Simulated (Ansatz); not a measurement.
# A hypothetical structure for BaCr2H2, part 2 of 2

This structure for BaCr2H2 is made up. Its elements were placed in a known structure type with a cell scaled to their sizes. What cell does the guess relax to, and how far off was it?

Ansatz 0.2.0; DFT, PBE, plane-wave PAW, files of the set soft_1, scalar-relativistic, ferromagnetic start, cell and ions relaxed at zero pressure; PAW set soft_1 (the session's first sound run).

So far: Starting point; Relaxing cell and atoms. The relaxed cell has a = 3.878, c = 5.876 Å (conventional setting).

## (3) Bands of the relaxed cell

With the geometry fixed, one more self-consistent run, with a narrower smearing and the mesh shown in its input, gives the bands, and its pressure, and its forces where symmetry allows any, show how far the geometry depends on these settings.

This step: DFT, PBE, plane-wave PAW, files of the set soft_1, scalar-relativistic, no spin, bands and density of states at the relaxed cell; PAW set soft_1 (Ansatz 0.2.0).

Contents of input.yaml:

```yaml
crystal:
  lattice:
    - [3.8782425901, 0.0, 0.0]
    - [-1.9391212951, 3.3586566051, 0.0]
    - [0.0, 0.0, 5.8762725154]
  atoms:
    - { symbol: Ba, position: [0.0, 0.0, 0.0] }
    - { symbol: Cr, position: [0.6666666667, 0.3333333333, 0.5249119422] }
    - { symbol: Cr, position: [0.3333333333, 0.6666666667, 0.4750880578] }
    - { symbol: H, position: [0.6666666667, 0.3333333333, 0.8031708881] }
    - { symbol: H, position: [0.3333333333, 0.6666666667, 0.1968291119] }
kpoints:
  mp_grid: { grid: [10, 10, 6] }
  band_path:
    path:
      - [[0.0, 0.0, 0.0], [0.5, 0.0, 0.0], [0.33333333, 0.33333333, 0.0], [0.0, 0.0, 0.0], [0.0, 0.0, 0.5], [0.5, 0.0, 0.5], [0.33333333, 0.33333333, 0.5], [0.0, 0.0, 0.5]]
      - [[0.5, 0.0, 0.5], [0.5, 0.0, 0.0]]
      - [[0.33333333, 0.33333333, 0.0], [0.33333333, 0.33333333, 0.5]]
    npoints: 8
scf:
  occupations: { method: fermi_dirac, width: 0.03 }
  n_extra_bands: 9
hamiltonian:
  xc: pbe
  pseudopotentials: { kind: paw, azcp: { folder: soft_1 } }
output:
  forces: true
  stress: true
  write_bands: true
  dos: { projected: true }
  write_density: true
  write_potential: true
  elf: true
  volumetric_format: npy
```

Command:

```sh
$ ansatz run input.yaml --threads 4 --pin off --max-ram 8192MiB --backend cpu --events-out ev --progress --plain --runs-dir out
```

Numbers of over 12 decimals in the logs are rounded to 6 here.

The program printed:

```text
[...]
Crystal: 5 atoms, lattice volume = 76.542 Å³
Basis set: ecut = 420 eV, 1519 PW (Γ), exchange–correlation on 54×54×80 points (8 copies of the dense FFT grid, shifted against one another)
Bands: 29, of which v1, the nominal top of the filled ones, is band 20 counted from 1 (19 counted from 0)
Symmetry: 12 space group operations
[...]
k-points: 72 of 600
[...]
SCF iter   1: F=—  HF=-12746.461953 eV  |F-HF|=—  |Δ(HF+E_count)|=         —  Δρ=2.88e-1  dr2=1.22e2  ethr=3.10e-3  ⟨swp⟩=8.8  Hψ=11545  notcnv=0
[...]
SCF iter  10: F=-12735.046310 eV  HF=-12735.046310 eV  |F-HF|=4.74e-8  |Δ(HF+E_count)|=   2.44e-8  Δρ=6.46e-6  dr2=7.70e-8  ethr=2.50e-10  ⟨swp⟩=14.9  Hψ=15098  notcnv=0
SCF 1 converged in 10 iterations: F = -12735.046310 eV  dr2 = 7.70e-8
[...]
NSCF: frozen V_eff on 75 k-points
SCF converged after 10 iterations
Free energy (F): -12735.046310 eV
[...]
Internal energy: -12735.040865 eV  (E = F + TS)
E sigma→0 (E₀):  -12735.043587 eV
Entropy (-TS):   -0.005445 eV (-1.089 meV/atom)
Fermi energy:    10.521904 eV
[...]
--- Forces (eV/Å), atoms counted from 1 ---
  atom   1  Ba    -0.00000000    -0.00000000     0.00000000
  atom   2  Cr    -0.00000000     0.00000000     0.04948868
  atom   3  Cr     0.00000000    -0.00000000    -0.04948868
  atom   4  H      0.00000000     0.00000000    -0.00281432
  atom   5  H     -0.00000000    -0.00000000     0.00281432
  max |Σ_I F_I| component: 1.48e-16 eV/Å
--- Stress (GPa, compression-positive) ---
        0.028068      -0.000000      -0.000000
       -0.000000       0.028068       0.000000
       -0.000000       0.000000       0.011774
  P = ⅓ Tr σ = 0.0226 GPa (0.226 kbar)
--- Band table (eV; the first three rows and the last of 72) ---
  k-point 0: bands = [... 16 lower, 9.5089, 10.1974, 10.1974, 10.7207, 10.7207, 11.2931, 11.2964, 11.9699, ... 5 higher]
  k-point 1: bands = [... 16 lower, 9.4927, 10.2051, 10.2051, 10.6804, 10.6804, 11.1238, 11.4984, 12.0327, ... 5 higher]
  k-point 2: bands = [... 16 lower, 9.4614, 10.2201, 10.2201, 10.6089, 10.6089, 10.9576, 11.8239, 12.1470, ... 5 higher]
  k-point 71: bands = [... 16 lower, 9.4739, 9.6283, 9.6748, 9.9070, 11.6831, 11.9653, 11.9790, 12.4758, ... 5 higher]
```

Run time: 4.1 s. Hardware: 4 threads of Arm Neoverse V2, shared host; peak memory 0.46 GiB.

Reading the cycles: dr2 is the Hartree energy of the density residual (eV), the measure of convergence; HF is the Harris–Foulkes estimate of the energy, which meets the free energy F at convergence.

Numbers from this step:

- free energy: -12735.0463 eV
- energy at zero smearing: -12735.0436 eV
- smearing term TS: 0.005445 eV
- Fermi energy: 10.52 eV
- pressure: 0.02264 GPa

From bands.tsv, the bands that come nearest the Fermi level along the path, at its corners, in eV from the Fermi level:

```tsv
point	band 17	band 18	band 19	band 20	band 21	band 22	band 23	band 24
Γ	-1.01	-0.32	-0.32	0.20	0.20	0.77	0.77	1.45
M	-1.26	-1.18	-1.17	-0.82	-0.40	1.72	1.86	2.22
K	-1.08	-1.08	-0.86	-0.86	0.79	1.99	1.99	2.00
Γ	-1.01	-0.32	-0.32	0.20	0.20	0.77	0.77	1.45
A	-1.08	-0.29	-0.29	0.05	0.05	0.36	1.61	1.68
L	-1.37	-1.18	-1.05	-0.32	0.32	0.43	1.83	2.39
H	-0.95	-0.95	-0.73	-0.73	1.44	1.44	1.51	1.91
A	-1.08	-0.29	-0.29	0.05	0.05	0.36	1.61	1.68
L	-1.37	-1.18	-1.05	-0.32	0.32	0.43	1.83	2.39
M	-1.26	-1.18	-1.17	-0.82	-0.40	1.72	1.86	2.22
K	-1.08	-1.08	-0.86	-0.86	0.79	1.99	1.99	2.00
H	-0.95	-0.95	-0.73	-0.73	1.44	1.44	1.51	1.91
```

Counts of states for the cell as run, both spins, by energy window (eV from the Fermi level):

```csv
from,to,total
-8,-7,0.00
-7,-6,0.01
-6,-5,0.84
-5,-4,2.00
-4,-3,1.17
-3,-2,1.95
-2,-1,5.38
-1,0,4.63
0,1,2.95
1,2,4.53
2,3,3.99
```

Below -8 eV lie 24.0 more states.

Valence density in the ac plane at fractional y = 0.333, with atoms of Cr and H within 0.2 Å of it. It is the smooth field of the valence electrons, not physical close to the nuclei.

Values in e/Å³, 21 rows by 14 columns, each cell a mean:
```
 0  0  0  0  0  0  0  0  0  0  0  0  0  0
 0  0  0  0  0  0  0  0  0  0  0  0  0  0
 0  0  0  0  0  0  0  0  0  1  1  0  0  0
 0  0  0  0  0  0  0  0  1  2  1  0  0  0
 0  0  0  0  0  0  0  0  1  1  1  1  0  0
 0  0  0  0  0  0  0  0  1  1  1  0  0  0
 0  0  0  0  0  0  0  0  1  1  1  0  0  0
 0  0  0  0  0  0  0  1  3  4  3  2  0  0
 0  0  0  0  0  0  1  3  7 12 10  4  1  0
 0  0  0  0  0  0  1  4 12 19 16  7  1  0
 0  0  0  0  0  0  1  3  9 15 12  5  1  0
 0  0  0  0  0  0  0  1  4  6  5  2  1  0
 0  0  0  0  0  0  0  0  1  1  1  0  0  0
 0  0  0  0  0  0  0  0  0  0  0  0  0  0
 0  0  0  0  0  0  0  0  0  0  0  0  0  0
 0  0  0  0  0  0  0  0  0  0  0  0  0  0
 0  0  0  0  0  0  0  0  0  0  0  0  0  0
 0  0  0  0  0  0  0  0  0  0  0  0  0  0
 0  0  0  0  0  0  0  0  0  0  0  0  0  0
 0  0  0  0  0  0  0  0  0  0  0  0  0  0
 0  0  1  0  0  0  0  0  0  0  0  0  0  0
```
Columns run along a (3.9 Å), rows up along c (5.9 Å). Atoms in or near the plane, at fractional coordinates: Cr at (0.67, 0.52), H at (0.67, 0.80).

Electrostatic potential energy in the ac plane at fractional y = 0.333, with atoms of Cr and H within 0.2 Å of it. With pseudopotentials it is smooth inside the atoms' cores, unlike the true potential.

Ten even steps from '_' (-22 eV) to '@' (13 eV), each cell a mean:
```
##******##%%%%@@@@@@@@@@%%%%
####**####%%@@@@@@@@@@@@@@%%
%%%%%%%%%%@@@@@@##==**%%@@@@
@@@@@@@@@@@@@@%%==__::##@@@@
@@@@@@@@@@@@@@%%++..--%%@@@@
@@@@@@@@@@@@@@@@##**##%%@@@@
@@@@@@@@@@@@@@##++==++##%%@@
@@@@@@@@@@@@##--______::**%%
@@@@@@@@@@%%**__________==##
%%%%%%%%%%%%==____::..__::##
%%%%%%%%%%%%++____..____--##
%%%%%%%%%%%%##::______..++%%
@@@@@@@@@@@@%%**==----++%%@@
@@@@@@@@@@@@@@%%%%####%%@@@@
@@@@@@@@@@@@@@@@@@@@@@@@@@@@
@@@@@@@@@@@@@@@@@@@@@@@@@@@@
@@@@@@@@@@@@@@@@@@@@@@@@@@@@
%%%%%%%%%%@@@@@@@@@@@@@@@@@@
%%######%%%%@@@@@@@@@@@@@@%%
##******##%%%%@@@@@@@@@@%%%%
##**++****##%%@@@@@@@@@@%%%%
```
Columns run along a (3.9 Å; values clipped at the 3rd and 97th percentile), rows up along c (5.9 Å). Atoms in or near the plane, at fractional coordinates: Cr at (0.67, 0.52), H at (0.67, 0.80).

ELF in the ac plane at fractional y = 0.333, with atoms of Cr and H within 0.2 Å of it. It is the smooth field of the valence electrons, not physical close to the nuclei.

Values in units of 1e-1, 21 rows by 14 columns, each cell a mean:
```
 4.6  6.3  7.1  6.9  5.4  2.6  1.1  1.5  3.7  5.6  4.6  2.2  1.1  2.0
 3.2  5.0  6.0  5.6  3.8  1.7  1.2  4.1  7.7  9.1  8.5  5.5  1.9  1.4
 1.6  2.7  3.4  3.0  1.8  1.2  2.5  7.6  9.6  9.9  9.8  8.5  4.2  1.5
 1.1  1.2  1.4  1.2  1.0  1.5  4.3  9.0  9.9 10.0 10.0  9.4  6.1  2.4
 1.5  1.2  1.1  1.1  1.3  2.3  4.8  8.5  9.6  9.9  9.8  9.0  6.1  3.1
 2.5  2.2  1.9  2.0  2.4  2.8  3.5  5.0  6.3  7.1  6.7  5.5  3.9  3.0
 3.3  3.0  2.6  2.8  3.2  3.0  2.2  1.9  2.3  2.7  2.5  2.0  1.9  2.6
 3.5  3.1  2.4  2.7  3.3  2.8  1.9  2.5  3.9  4.8  4.4  3.0  1.8  2.3
 3.1  2.5  1.9  2.1  2.9  2.6  2.3  4.2  6.4  7.7  7.1  5.0  2.6  2.3
 2.6  2.0  1.5  1.7  2.4  2.4  2.5  5.0  7.5  8.9  8.3  5.9  3.1  2.2
 2.5  1.8  1.4  1.6  2.2  2.4  2.3  4.5  6.9  8.3  7.6  5.4  2.8  2.2
 2.8  1.8  1.4  1.6  2.4  2.8  2.2  3.1  4.8  5.8  5.3  3.7  2.2  2.6
 3.1  2.0  1.4  1.7  2.6  3.4  2.6  1.7  1.9  2.3  2.1  1.7  2.1  3.3
 3.2  2.1  1.5  1.8  2.7  3.7  3.4  1.8  1.0  0.8  0.9  1.4  2.8  3.8
 2.6  2.0  1.7  1.8  2.4  3.2  3.6  3.0  2.1  1.6  1.8  2.6  3.5  3.5
 1.8  1.6  1.5  1.6  1.7  2.2  2.8  3.1  3.0  2.8  2.8  3.0  2.9  2.5
 1.2  1.2  1.3  1.2  1.2  1.2  1.5  2.1  2.6  2.8  2.7  2.2  1.7  1.3
 1.3  1.6  1.8  1.7  1.4  1.0  0.8  1.0  1.4  1.7  1.5  1.2  0.9  1.0
 2.5  3.3  3.7  3.5  2.7  1.5  0.8  0.6  0.7  0.8  0.7  0.6  0.7  1.3
 4.2  5.4  6.0  5.8  4.7  2.6  1.1  0.5  0.5  0.6  0.5  0.5  0.9  2.1
 5.0  6.5  7.1  6.9  5.7  3.2  1.2  0.6  0.8  1.2  1.0  0.7  1.0  2.4
```
Columns run along a (3.9 Å), rows up along c (5.9 Å). Atoms in or near the plane, at fractional coordinates: Cr at (0.67, 0.52), H at (0.67, 0.80).

## (4) Outcome

| Quantity | Value |
| --- | --- |
| space group, relaxed | P-3m1 |
| conventional cell | a = 3.878, b = 3.878, c = 5.876 Å; α = 90.0°, β = 90.0°, γ = 120.0° |
| volume per atom | 15.31 Å³ (guess 15.78) |
| total moment | 0.00 μB in the cell of 5 atoms |

In words: BaCr2H2 relaxes to P-3m1 with a = 3.878, b = 3.878 and c = 5.876 Å. The guessed volume was 3 % too large. The space group P-3m1 was held in the relaxation, so the end point is a stationary structure within it and may be a saddle against distortions or other arrangements. The moments died out from this one start and weren't seeded again at the relaxed cell. Bands cross the Fermi level, so it is a metal or semimetal at this level. On the 10×10×6 mesh with the narrower smearing (relaxed on 7×7×6) the largest force component is 0.049 eV/Å and the largest stress component is 0.028 GPa, against the relaxation's thresholds of 0.015 eV/Å and 0.05 GPa. The cutoff wasn't tested. A vector of the cell changed its length by 23 %, so the starting arrangement is largely lost and the mesh was laid for another shape. Spin-orbit coupling is left out, which can matter for elements this heavy. No dispersion term is used, so weakly bound directions may come out too long. Nothing here tests whether the compound is stable against decomposition.

[Logs are printed without paths, hosts, clocks, repeated set-up lines and the standing remarks that a program may print on its own settings, such as how far it seeks lower states.]

[Hosts, paths, dates, database ids (printed as entryN), source tags and the programs' standing remarks are cut or masked in the printed files.]
